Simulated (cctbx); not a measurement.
**Lattice, Laue class and space group of a new crystal**

Cell: a = 11.8600 Å, b = 11.8600 Å, c = 4.4250 Å, α = 90.00°, β = 90.00°, γ = 120.00°. Expected content of the cell: Pb3 Nd7 In6 Cu5.

Simulated single-crystal data (cctbx): Mo Kα, λ = 0.71073 Å, to d = 0.84 Å, 95 % of the full sphere, strongest reflection 20000 counts, noise from counting, a 4 % proportional error and a noise floor of 8 counts (s.d.); no absorption, some extinction.

A first pass over the reflections prints:

```text
3639 reflections to d = 0.840 A
centring   violations  <I/sigma> of those
    A       1465 of  1804     10.6
    B       1463 of  1813     10.6
    C       1482 of  1821     10.5
    I       1488 of  1823     10.6
    R       2033 of  2420     10.8
    F       2205 of  2719     10.6
Laue class    unique    Rint  (classes that these axes allow; Friedel mates merged)
P -1             1899   0.073
P 1 1 2/m        1093   0.075
P -3              640   0.078
P -3 1 m          355   0.598
P -3 m 1          375   0.598
P 6/m             368   0.079
P 6/m m m         229   0.598
space group    extra absences  I>4sigma  <I/sigma>
P 6                     0          0         -  acentric
P -6                    0          0         -  acentric
P 6/m                   0          0         -  centric
Wilson B = 1.24 A^2   <|E^2-1|> = 0.947 (0.968 centric, 0.736 acentric)   E^2>4: 6.6 %
shell (A)         n   <I/sigma>
10.27 - 1.68     54     22.8
 1.68 - 1.33     46     29.5
 1.33 - 1.16     43     21.3
 1.16 - 1.06     45     24.3
 1.06 - 0.98     46     27.5
 0.98 - 0.92     43     20.9
 0.92 - 0.88     44     19.2
 0.88 - 0.84     47     19.7
```

**Question.** What are the lattice type, the Laue class and the likely space group?

Every centring test has many violations, so the lattice is primitive.

Rint stays low (0.073 to 0.079) up to P 6/m and is 0.598 or more in the other classes.

3 settings pass the absence test. No glide or screw absences show, which leaves P 6, P -6 and P 6/m.

⟨|E²−1|⟩ = 0.947 leans to a centrosymmetric structure. Here that hint misleads: the statistic assumes many like atoms on general positions, and few, heavy or special-position atoms break it. The Wilson B of 1.24 Å² means U ≈ 0.0157 Å².

The true group is P-6 (no. 174), Laue class 6/m, non-centrosymmetric. The tables only narrow the choice to the tied entries; cell content, site symmetry and trial solutions must settle it.

The model is made up (kin elements in a known structure type, no relaxation), so it says nothing on whether the phase exists.

[Logs are printed without paths, hosts, clocks, repeated set-up lines and the standing remarks that a program may print on its own settings, such as how far it seeks lower states.]
